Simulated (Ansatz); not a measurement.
# SnO2 (Cassiterite): the dielectric response by several routes

Aim: the electronic dielectric constant of SnO2 (Cassiterite) by perturbation theory, a sum over states and the RPA step of G0W0.

Calculated with Ansatz 0.2.0; linear response on PBE, plane waves, PAW.

### 1. Starting point

It takes space group P4_2/mnm (No. 136, tetragonal). Conventional cell: a = 4.738 Å, b = 4.738 Å, c = 3.187 Å, α = 90.00°, β = 90.00°, γ = 90.00°. Nearest to Sn lie 6 O at 2.05 to 2.06 Å. O has 3 Sn at 2.05 to 2.06 Å nearest. Farther neighbours and most contacts between anions are not listed.

The cell and positions come from the Crystallography Open Database and are kept as given unless a step says otherwise. The default PAW set here is soft_1. Its files were made with PBE.

### 2. Response to a homogeneous field

The response to a uniform field gives ε∞, a yardstick for the screening that GW builds on its mesh.

This step: dielectric response by perturbation theory, PBE, plane waves, PAW.

Input file input.yaml:

```yaml
crystal:
  lattice:
    - [4.738, 0.0, 0.0]
    - [0.0, 4.738, 0.0]
    - [0.0, 0.0, 3.1865]
  atoms:
    - { symbol: Sn, position: [0.0, 0.0, 0.0] }
    - { symbol: Sn, position: [0.5, 0.5, 0.5] }
    - { symbol: O, position: [0.3071, 0.3071, 0.0] }
    - { symbol: O, position: [0.1929, 0.8071, 0.5] }
    - { symbol: O, position: [0.6929, 0.6929, 0.0] }
    - { symbol: O, position: [0.8071, 0.1929, 0.5] }
kpoints:
  mp_grid: { grid: [4, 4, 6] }
hamiltonian:
  xc: pbe
  pseudopotentials: { kind: paw, azcp: { folder: "./paw" } }
scf:
  occupations: { method: fixed }
dielectric: {}
```

Started as:

```console
> ansatz run input.yaml --threads 3 --pin off --max-ram 92160MiB --backend cuda --events-out ev --progress --plain --runs-dir out --devices 1 --max-vram 13GiB
```

Numbers of over 12 decimals in the logs are rounded to 6 here.

Log:

```text
GPUs: using 1 of 1 available (devices: 1).
Engine: ansatz 0.2.0, x86_64-unknown-linux-gnu
Pseudopotentials: kind: paw
Pseudopotential: Sn, paw, valence charge 14, recommended cutoff 420 eV (normal), <dir>
Pseudopotential: O, paw, valence charge 6, recommended cutoff 420 eV (normal), <dir>
Functional definition: PBE
  parameter kappa = 0.804
  parameter beta = 0.066725
  exchange = pbe_x(kappa = kappa, mu = beta*pi^2/3)
  correlation = pbe_c(beta = beta)
device memory: the entry about to start is reckoned to put 1.7 GiB on a device that reports 47.0 GiB free (of which the cap on the GPU budget leaves the run 13.0 GiB)
GPU FFT provider: cuFFT
GPU libraries: cuBLAS 13.8.2, cuFFT 12.4.0, cuSOLVER 12.3.4
Crystal: 6 atoms, lattice volume = 71.533 Å³
Basis set: ecut = 420 eV, 1411 PW (Γ), exchange–correlation on 64×64×48 points (8 copies of the dense FFT grid, shifted against one another)
Bands: 32, of which v1, the nominal top of the filled ones, is band 26 counted from 1 (25 counted from 0)
Symmetry: 16 space group operations
k-points: 42 of 96 (irreducible under 2 space group operations, time reversal used)
Non-local potential: Sn, projectors of the file, l = 0: 2, l = 1: 2, l = 2: 2, l = 3: 1
Non-local potential: O, projectors of the file, l = 0: 2, l = 1: 2, l = 2: 1
PAW form: soft (Blöchl's): semilocal exchange-correlation on the pseudo side does not see the compensation charge
PAW one-centre angular grid: Sn, 590 points (default); XC on 64 Gauss nodes
PAW one-centre angular grid: O, 110 points (default); XC on 64 Gauss nodes
Initial density: superposition of atomic densities (chi_scale 0.1, normalization cell, long waves kept (reshape's long-wave potential 0.00 eV rms))
Initial wavefunctions: pseudopotential atomic-orbital guess
GPU buffer pool allocated for 24576 grid points (all kernels)
GPU transforms: local potential and band sums: pruned to the plane-wave sphere, on 32×32×24
Functional: x = pbe(κ = 0.804, μ = 0.219515), c = pbe(β = 0.066725)
SCF iter   1: F=—  HF=-14318.860970 eV  |F-HF|=—  |Δ(HF+E_count)|=         —  Δρ=8.12e-2  dr2=3.75e0  ethr=3.10e-3  ⟨swp⟩=4.0  Hψ=5440  notcnv=0  defer=166
preconditioner: auto → Resta (q_TF=auto, 2.587 Å⁻¹)  ε∞=3.5  [insulator: Δε(μ)=1.761 eV  Ē_g=20.194 eV  n_scr=18 (ndim 8)  ℏωp=31.7 eV  f_vac=0.000  ε∞_Penn≈3.5]
SCF iter   2: F=—  HF=-14318.055533 eV  |F-HF|=—  |Δ(HF+E_count)|=   8.05e-1  Δρ=3.73e-2  dr2=5.15e-1  ethr=3.10e-3  ⟨swp⟩=2.5  Hψ=2539  notcnv=0  defer=164
SCF iter   3: F=—  HF=-14318.012999 eV  |F-HF|=—  |Δ(HF+E_count)|=   4.25e-2  Δρ=1.34e-2  dr2=9.76e-2  ethr=9.90e-4  ⟨swp⟩=3.0  Hψ=1779  notcnv=0  defer=168
SCF iter   4: F=—  HF=-14318.017499 eV  |F-HF|=—  |Δ(HF+E_count)|=   4.50e-3  Δρ=2.18e-3  dr2=2.78e-3  ethr=1.88e-4  ⟨swp⟩=2.8  Hψ=1929  notcnv=0  defer=168
SCF iter   5: F=—  HF=-14318.020327 eV  |F-HF|=—  |Δ(HF+E_count)|=   2.83e-3  Δρ=7.47e-4  dr2=2.65e-4  ethr=5.35e-6  ⟨swp⟩=2.4  Hψ=2069  notcnv=0  defer=168
SCF iter   6: F=—  HF=-14318.020590 eV  |F-HF|=—  |Δ(HF+E_count)|=   2.62e-4  Δρ=9.37e-5  dr2=5.29e-6  ethr=5.10e-7  ⟨swp⟩=2.0  Hψ=1966  notcnv=0  defer=168
SCF iter   7: F=—  HF=-14318.020794 eV  |F-HF|=—  |Δ(HF+E_count)|=   2.04e-4  Δρ=1.34e-5  dr2=1.22e-7  ethr=1.02e-8  ⟨swp⟩=2.0  Hψ=2124  notcnv=0  defer=84
SCF iter   8: F=—  HF=-14318.020794 eV  |F-HF|=—  |Δ(HF+E_count)|=   1.70e-7  Δρ=2.25e-6  dr2=3.92e-9  ethr=2.34e-10  ⟨swp⟩=2.1  Hψ=2193  notcnv=0  defer=84
SCF iter   9: F=—  HF=-14318.020794 eV  |F-HF|=—  |Δ(HF+E_count)|=   6.27e-9  Δρ=5.05e-7  dr2=1.57e-10  ethr=7.54e-12  ⟨swp⟩=2.1  Hψ=1984  notcnv=0  defer=84
SCF iter  10: F=-14318.020794 eV  HF=-14318.020794 eV  |F-HF|=5.46e-12  |Δ(HF+E_count)|=  2.47e-10  Δρ=5.66e-8  dr2=1.42e-12  ethr=1.00e-12  ⟨swp⟩=10.1  Hψ=5283  notcnv=0
SCF 1 converged in 10 iterations: F = -14318.020794 eV  dr2 = 1.42e-12
  greatest PAW one-centre occupation: 0.996 electrons in one spin orbital (limit 2), on the Sn atom at site 1 (counted from 0), in its partial waves of l = 2
the response reads at least the filled bands of the reference SCF and the lowest empty band at each k-point, and that SCF's band table does not vouch for those bands. The notice of the band table in this run's record says why
device memory: the entry about to start is reckoned to put 0.1 GiB on a device that reports 45.0 GiB free (of which the cap on the GPU budget leaves the run 13.0 GiB)
device memory: the entry about to start is reckoned to put 1.1 GiB on a device that reports 45.0 GiB free (of which the cap on the GPU budget leaves the run 13.0 GiB)
DFPT response loops at Γ: preconditioner auto → Resta (q_TF=auto, 2.587 Å⁻¹)  ε∞=6.8 (no band partly filled); β = 1.00, the filter's whole step (`scf.mixing.beta` (0.50) is not read by the response loops at its default; to damp them type it under 1.00, their step now; it binds the ground state too); Broyden in place of MSR1
── the response to a field inside a basis, on 6×6×8 k-points: an SCF that follows is theirs, and a resumed run solves both again ──
device memory: the entry about to start is reckoned to put 0.2 GiB on a device that reports 63.5 GiB free (of which the cap on the GPU budget leaves the run 13.0 GiB)
GPU FFT provider: cuFFT
GPU libraries: cuBLAS 13.8.2, cuFFT 12.4.0, cuSOLVER 12.3.4
Bands: 27, of which v1, the nominal top of the filled ones, is band 26 counted from 1 (25 counted from 0)
k-points: 24 of 288
Initial density: handed on by an earlier stage of this run
Initial wavefunctions: pseudopotential atomic-orbital guess (no wavefunctions were taken with the density)
GPU buffer pool allocated for 24576 grid points (all kernels)
GPU transforms: band sums: pruned to the plane-wave sphere, on 32×32×24
Eigensolver: Dense (24 Hₖ)
SCF iter   1: F=—  HF=-14317.913749 eV  |F-HF|=—  |Δ(HF+E_count)|=         —  Δρ=4.17e-4  dr2=2.87e-5  ethr=1.00e-1
preconditioner: auto → Resta (q_TF=auto, 2.587 Å⁻¹)  ε∞=4.7  [insulator: Δε(μ)=1.986 eV  Ē_g=16.426 eV  n_scr=18 (ndim 8)  ℏωp=31.7 eV  f_vac=0.027  ε∞_Penn≈4.7]
SCF iter   2: F=—  HF=-14317.913780 eV  |F-HF|=—  |Δ(HF+E_count)|=   3.11e-5  Δρ=2.09e-4  dr2=8.65e-6  ethr=5.53e-8
SCF iter   3: F=—  HF=-14317.913794 eV  |F-HF|=—  |Δ(HF+E_count)|=   1.34e-5  Δρ=5.74e-5  dr2=8.26e-7  ethr=1.66e-8
SCF iter   4: F=-14317.913794 eV  HF=-14317.913794 eV  |F-HF|=5.03e-8  |Δ(HF+E_count)|=   3.22e-7  Δρ=8.60e-6  dr2=4.71e-8  ethr=1.59e-9
SCF 1 converged in 4 iterations: F = -14317.913794 eV  dr2 = 4.71e-8
  greatest PAW one-centre occupation: 0.996 electrons in one spin orbital (limit 2), on the Sn atom at site 0 (counted from 0), in its partial waves of l = 2
device memory: the entry about to start is reckoned to put 0.1 GiB on a device that reports 63.5 GiB free (of which the cap on the GPU budget leaves the run 12.9 GiB)
device memory: the entry about to start is reckoned to put 1.4 GiB on a device that reports 63.4 GiB free (of which the cap on the GPU budget leaves the run 12.9 GiB)
DFPT response loops at Γ: preconditioner auto → Resta (q_TF=auto, 2.587 Å⁻¹)  ε∞=5.5 (no band partly filled); β = 1.00, the filter's whole step (`scf.mixing.beta` (0.50) is not read by the response loops at its default; to damp them type it under 1.00, their step now; it binds the ground state too); Broyden in place of MSR1
SCF converged after 10 iterations
Free energy (F): -14318.020794 eV
Harris-Foulkes:  -14318.020794 eV  (|F-HF|=5.46e-12)
Internal energy: -14318.020794 eV  (E = F + TS)
E sigma→0 (E₀):  -14318.020794 eV
Fermi energy:    9.564212 eV
--- Per-component energies (eV) ---
  E_band       = -112.155879
  E_kinetic    = 1020.751354
  E_local      = -3165.577758  (includes V_loc(G=0)·N_el)
  E_nonlocal   = 501.825459
  E_hartree    = 1445.574832
  E_xc         = -536.690658
  E_vxc        = -525.118293  (∫ρ·V_xc dr)
  E_paw        = -9401.056202  (= ΣΔE_a)
  E_vpaw       = -835.190283  (= ΣTr[D̂ρ^β])
  E_aug_tail   = 0.003959  (compensation charges beyond the density's cutoff)
  E_ewald      = -4182.851779
  E_smearing   = -0.000000  (= −TS)
  E_closure    = 0.000000  (closes the sum)
  Σ components = -14318.020794   (vs F -14318.020794, Δ=0.00e0)
--- Band table (eV; the first three rows and the last of 42) ---
  k-point 0: bands = [... 22 lower, 8.3462, 8.7929, 8.7929, 9.5642, 10.8474, 15.7376, 15.9423, 15.9423, ... 2 higher]
  k-point 1: bands = [... 22 lower, 7.4290, 8.8137, 8.8137, 9.3352, 12.3385, 16.2368, 17.0250, 17.0250, ... 2 higher]
  k-point 2: bands = [... 22 lower, 7.1628, 8.5789, 8.5789, 8.7194, 14.3988, 16.5366, 18.4504, 19.0090, ... 2 higher]
  k-point 41: bands = [... 22 lower, 8.5971, 8.5971, 8.7330, 8.7330, 14.5098, 14.5098, 18.4665, 18.4665, ... 2 higher]
--- Dielectric response (ions clamped): 3 representative field directions + reference, inside a basis on a mesh of 288 k-points (Σ response iterations 18) ---
  ε∞ (high-frequency dielectric tensor):
        4.340366     0.000000     0.000000
        0.000000     4.340366     0.000000
        0.000000     0.000000     4.683133
  Born effective charges Z* (e; rows j = field, columns β = displacement):
    site 0:
         4.12401    0.46726    0.00000
         0.46726    4.12401    0.00000
         0.00000    0.00000    4.53393
    site 1:
         4.12401   -0.46726    0.00000
        -0.46726    4.12401    0.00000
         0.00000    0.00000    4.53393
    site 2:
        -2.06200   -0.72903   -0.00000
        -0.72903   -2.06200   -0.00000
        -0.00000   -0.00000   -2.26696
    site 3:
        -2.06200    0.72903   -0.00000
         0.72903   -2.06200   -0.00000
        -0.00000   -0.00000   -2.26696
    site 4:
        -2.06200   -0.72903   -0.00000
        -0.72903   -2.06200   -0.00000
        -0.00000   -0.00000   -2.26696
    site 5:
        -2.06200    0.72903   -0.00000
         0.72903   -2.06200   -0.00000
        -0.00000   -0.00000   -2.26696
  Z* charge neutrality: 1.118e-2 e pre-enforcement
  solved inside a basis spanned on kpoints, on 6×6×8 k-points, its susceptibility summed on 8×8×12: ε∞ is read to err by 2.0e-2, Z* by 3.4e-2 e (field_mesh: kpoints solves on kpoints); Z* is corrected for what the basis lacks
```

Run time: 35 s. Hardware: 1 × NVIDIA H100 80GB HBM3 (shared by 6 runs) with 3 threads of AMD EPYC 7R13 (Zen 3), shared host; peak memory 1.3 GiB.

Numbers from this step:

| Quantity | Value |
| --- | --- |
| stated error of ε∞ | 0.02 |

One over ε∞ averages 0.22, near the quarter of exact exchange in PBE0.

High-frequency dielectric tensor:

```
4.34 0.00 0.00
0.00 4.34 0.00
0.00 0.00 4.68
```

Born effective charge (e), principal values of the symmetric part by kind of site:

```tsv
atom	atoms with these values	low	middle	high	mean
Sn1	2	3.66	4.53	4.59	4.26
O3	4	-2.79	-2.27	-1.33	-2.13
```

In full for Sn1:

```
4.12 0.47 0.00
0.47 4.12 0.00
0.00 0.00 4.53
```

### 3. Independent-particle spectrum

The independent-particle spectrum shows where the oscillator strength lies, before excitons and local fields.

This step: independent-particle optics on PBE, plane waves, PAW.

input.yaml, as its differences from that of step 2:

```diff
@@ -13,3 +13,3 @@
 kpoints:
-  mp_grid: { grid: [4, 4, 6] }
+  mp_grid: { grid: [6, 6, 8] }
 hamiltonian:
@@ -19,2 +19,4 @@
   occupations: { method: fixed }
-dielectric: {}
+  n_extra_bands: 49
+output:
+  optics: { e_range: [0, 25], de: 0.1, sigma: 0.2 }
```

Log:

```text
[...]
GPUs: using 1 of 1 available (devices: 1).
[...]
GPU FFT provider: cuFFT
GPU libraries: cuBLAS 13.8.2, cuFFT 12.4.0, cuSOLVER 12.3.4
Crystal: 6 atoms, lattice volume = 71.533 Å³
Basis set: ecut = 420 eV, 1411 PW (Γ)
Bands: 75, of which v1, the nominal top of the filled ones, is band 26 counted from 1 (25 counted from 0)
[... 1 set-up line as in the run before ...]
[...]
k-points: 50 of 288
[...]
GPU buffer pool allocated for 24576 grid points (all kernels)
[...]
SCF iter   1: F=—  HF=-14318.862575 eV  |F-HF|=—  |Δ(HF+E_count)|=         —  Δρ=8.14e-2  dr2=3.77e0  ethr=3.10e-3  ⟨swp⟩=4.7  Hψ=13266  notcnv=0  defer=2315
[...]
SCF iter  10: F=-14318.022114 eV  HF=-14318.022114 eV  |F-HF|=1.82e-12  |Δ(HF+E_count)|=  1.82e-12  Δρ=2.38e-8  dr2=3.78e-13  ethr=1.00e-12  ⟨swp⟩=13.6  Hψ=28356  notcnv=0
SCF 1 converged in 10 iterations: F = -14318.022114 eV  dr2 = 3.78e-13
[...]
Optics k sum: 0 of 50 k-points
Optics k sum: 3 of 50 k-points
[...]
Optics k sum: 50 of 50 k-points
[...]
SCF converged after 10 iterations
Free energy (F): -14318.022114 eV
[...]
Internal energy: -14318.022114 eV  (E = F + TS)
E sigma→0 (E₀):  -14318.022114 eV
Fermi energy:    9.563732 eV
[...]
--- Band table (eV; the first three rows and the last of 50) ---
  k-point 0: bands = [... 22 lower, 8.3458, 8.7924, 8.7924, 9.5637, 10.8473, 15.7376, 15.9422, 15.9422, ... 45 higher]
  k-point 1: bands = [... 22 lower, 7.7673, 8.8286, 8.8286, 9.4335, 11.8074, 16.0536, 16.5920, 16.5920, ... 45 higher]
  k-point 2: bands = [... 22 lower, 7.0535, 8.7282, 8.7282, 9.0653, 13.4216, 16.5213, 18.0216, 18.0216, ... 45 higher]
  k-point 49: bands = [... 22 lower, 8.5967, 8.5967, 8.7325, 8.7325, 14.5096, 14.5096, 18.4664, 18.4664, ... 45 higher]
```

The job ended after 34 s (1 × NVIDIA H100 80GB HBM3 (shared by 6 runs) with 3 threads; peak memory 1.6 GiB; 48 s of CPU time).

This step gave:

- ε∞ without local fields (xx, yy, zz): 4.411, 4.411, 4.733
- electrons in the f-sum (xx, yy, zz): 37.83, 37.83, 38.42
- bands in the explicit sum (the static value is completed to all bands): 75

The sum gives ε∞ = 4.41 and 4.73 without local fields.

Independent particles, no local fields, Gaussian width 0.2 eV. ε₂ against photon energy; read off at these points:

```tsv
photon energy (eV)	xx=yy	zz
1.00	1.2e-5	0
1.50	0.00302	1.7e-5
2.00	0.182	0.00103
2.50	0.954	0.0462
3.00	1.12	0.271
3.50	1.20	0.989
4.00	1.27	1.52
4.50	1.31	1.78
5.00	1.35	1.97
5.50	1.54	2.21
6.00	2.72	2.64
6.50	3.28	3.52
7.00	4.61	3.51
7.50	2.81	3.95
8.00	2.31	6.58
8.50	2.44	8.18
8.60	2.39	8.18
9.00	3.26	6.32
9.50	4.10	5.18
9.80	4.69	5.33
10.00	4.26	4.83
10.50	3.19	3.89
11.00	2.58	2.67
11.50	2.55	2.20
12.00	2.23	1.73
12.50	2.24	1.98
13.00	2.84	2.55
13.50	3.11	3.38
13.70	3.45	3.82
14.00	4.19	3.26
14.30	4.33	3.15
14.50	4.03	3.00
15.00	2.68	2.19
15.50	2.32	2.40
16.00	2.20	2.15
16.50	2.12	1.95
17.00	1.82	1.91
17.50	1.70	1.46
18.00	1.39	1.22
18.50	1.18	1.09
19.00	1.04	0.915
19.50	0.896	0.772
20.00	0.878	0.840
20.50	0.828	0.641
21.00	0.898	0.649
21.50	0.811	0.546
22.00	0.818	0.564
22.50	0.748	0.522
23.00	0.742	0.512
23.50	0.600	0.655
24.00	0.569	0.618
24.50	0.552	0.545
25.00	0.549	0.481
```

The loss function has structure finer than the step of the table below, so its rows give means over 1 eV, whole bins alone (the curve runs from 0 to 25 eV). Peaks (eV: height): xx=yy 23.4: 1.23; zz 12.0: 0.532, 21.5: 1.55, 24.6: 1.09.

Independent particles, no local fields, Gaussian width 0.2 eV. Loss function against photon energy; means over each step:

```tsv
photon energy (eV)	xx=yy	zz
1	2.1e-5	0
2	0.0125	2.8e-4
3	0.0475	0.0101
4	0.0576	0.0407
5	0.0576	0.0556
6	0.0737	0.0654
7	0.149	0.0814
8	0.174	0.0858
9	0.138	0.154
10	0.211	0.215
11	0.300	0.358
12	0.292	0.460
13	0.226	0.290
14	0.220	0.291
15	0.356	0.421
16	0.453	0.464
17	0.528	0.520
18	0.691	0.752
19	0.985	1.08
20	1.08	1.29
21	1.01	1.45
22	1.05	1.29
23	1.13	0.980
24	1.09	1.02
```

Independent particles, no local fields, Gaussian width 0.2 eV. The ε₁ by photon energy:

```tsv
photon energy (eV)	xx=yy	zz
0	4.33	4.65
1	4.43	4.73
2	5.12	4.99
3	4.69	5.71
4	4.49	5.82
5	4.64	5.61
6	5.39	5.89
7	3.49	5.40
8	2.94	5.59
9	3.74	0.220
10	1.41	-0.503
11	1.13	-0.261
12	1.37	0.504
13	2.31	1.47
14	1.46	0.153
15	-0.378	-0.0826
16	-0.0143	-0.269
17	-0.207	-0.450
18	-0.259	-0.347
19	-0.0140	-0.203
20	0.207	0.0112
21	0.351	0.186
22	0.356	0.404
23	0.341	0.547
24	0.460	0.479
25	0.521	0.505
```

### 4. RPA screening from the G0W0 run

G0W0 replaces the xc potential by the self-energy, built once from these orbitals. Only a window of levels is corrected, while the sums run over the empty bands that the input names.

This step: G0W0 on PBE, plane waves, PAW.

input.yaml, the sections that differ from step 3:

```yaml
kpoints:
  mp_grid: { grid: [4, 4, 6] }
scf:
  occupations: { method: fixed }
gw:
  n_empty_bands: 566
  ecut_chi: 230.0
  qp_bands: [v2, c2]
  qp_kpoints: band_edges
  screening: { model: contour_deformation }
# crystal, hamiltonian: as in step 3
# output: removed
```

Log:

```text
GPUs: using 1 of 1 available (devices: 1).
[...]
GPU FFT provider: cuFFT
GPU libraries: cuBLAS 13.8.2, cuFFT 12.4.0, cuSOLVER 12.3.4
Crystal: 6 atoms, lattice volume = 71.533 Å³
Basis set: ecut = 420 eV, 1411 PW (Γ)
Bands: 32, of which v1, the nominal top of the filled ones, is band 26 counted from 1 (25 counted from 0)
[... 1 set-up line as in the run before ...]
[...]
k-points: 24 of 96
[...]
1    28     16.2369   -13.1489    -5.0516   -19.1791  0.7895    17.2337    17.2155  root
[...]
23    25      8.7330   -26.6295     5.1911   -20.3070  0.7435     7.5713     7.6016  root
    23    26      8.7330   -26.6295     5.1911   -20.3070  0.7435     7.5713     7.6016  root
    23    27     14.5098   -13.3359    -4.5094   -18.6936  0.8099    15.3674    15.3581  root
    23    28     14.5098   -13.3359    -4.5094   -18.6936  0.8099    15.3674    15.3581  root
[key lines of the parts left out:]
SCF converged after 8 iterations
Free energy (F): -14318.020851 eV
Fermi energy:    9.564227 eV
```

Elapsed: 48 s, on 1 × NVIDIA H100 80GB HBM3 (shared by 6 runs) with 3 threads; peak memory 2.8 GiB.

Numbers from this step:

* bands summed: 592
* RPA ε∞ on this mesh (eigenvalues): 4.312, 4.312, 4.538
* plane waves in the screening matrix: 563
* G0W0 gap on the mesh: 2.844 eV
* k of the valence top: 0, 0, 0
* k of the conduction bottom: 0, 0, 0
* starting gap on the mesh: 1.283 eV
* least direct G0W0 gap on the computed points: 2.844 eV

The gap on the mesh goes from 1.28 eV to 2.84 eV, a correction of +1.56 eV. Between the two edge states, bare exchange in place of the xc potential would open the gap by 10.15 eV, and correlation takes back 8.59 eV.

Mean over the mesh in bins of 0.25 1/Å. Table of static inverse dielectric function, diagonal by length of q+G:

```tsv
length of q+G (Å⁻¹)	static inverse dielectric function, diagonal
0.33	0.260
0.51	0.289
0.76	0.340
1.03	0.399
1.27	0.457
1.50	0.507
1.74	0.561
2.01	0.618
2.26	0.665
2.50	0.707
2.76	0.746
3.01	0.779
3.25	0.807
3.49	0.831
3.75	0.852
4.01	0.872
4.27	0.888
4.51	0.902
4.75	0.914
5.00	0.925
5.25	0.935
5.49	0.944
5.75	0.952
6.01	0.959
6.26	0.964
6.50	0.969
6.75	0.974
7.00	0.978
7.25	0.981
7.50	0.984
7.70	0.986
```

### 5. The values together

Times are wall times on 1 × NVIDIA H100 80GB HBM3 (shared by 6 runs) with 3 threads of AMD EPYC 7R13 (Zen 3), shared host, good to a factor of about two.

```tsv
method	mesh	ε∞, low	middle	high	mean	time
perturbation theory (local fields and xc kernel)	4×4×6 (response on 288 points)	4.34	4.34	4.68	4.45	35 s
sum over states (no local fields)	6×6×8	4.41	4.41	4.73	4.52	34 s
RPA with local fields, on the GW mesh	4×4×6	4.31	4.31	4.54	4.39	48 s
```

### 6. Summary of results

```
perturbation theory (local fields and xc kernel) : 4.34, 4.34, 4.68
sum over states (no local fields)                : 4.41, 4.41, 4.73
RPA with local fields, on the GW mesh            : 4.31, 4.31, 4.54
```

Mean Born effective charge: Sn1 4.26, O3 -2.13 e. The most distinct maxima of the ε₂ (xx=yy) lie at 7.0, 9.8 and 14.3 eV, the highest at 9.8 eV. The loss function (xx=yy) has its highest peak at 23.4 eV. The sum without local fields gives 4.52 in the mean against 4.45 by perturbation theory; local fields lower ε∞ and the xc kernel gives part of it back, though the sum also carries the error of its own mesh. The RPA values on the 4×4×6 mesh average 0.98 times those of perturbation theory (means 4.39 and 4.45). Without the xc kernel RPA should lie a little lower, and the mean does, by little. PBE usually puts the gap too low, which tends to raise ε∞. Ions are clamped, so the lattice part of the static constant is not in these numbers.

[Paths, hosts, dates, memory and timing lines, banners, echoed tables and standing remarks are left out of the program output.]

[Logs are printed without paths, hosts, clocks, repeated set-up lines and the standing remarks that a program may print on its own settings, such as how far it seeks lower states.]

[Runs of the session that timed out or met a known fault of the program may be left out.]

[Cells called generated may have been cut or substituted from an entry of the Crystallography Open Database or the Materials Project.]

[Hosts, paths, dates, database ids (printed as entryN), source tags and the programs' standing remarks are cut or masked in the printed files.]
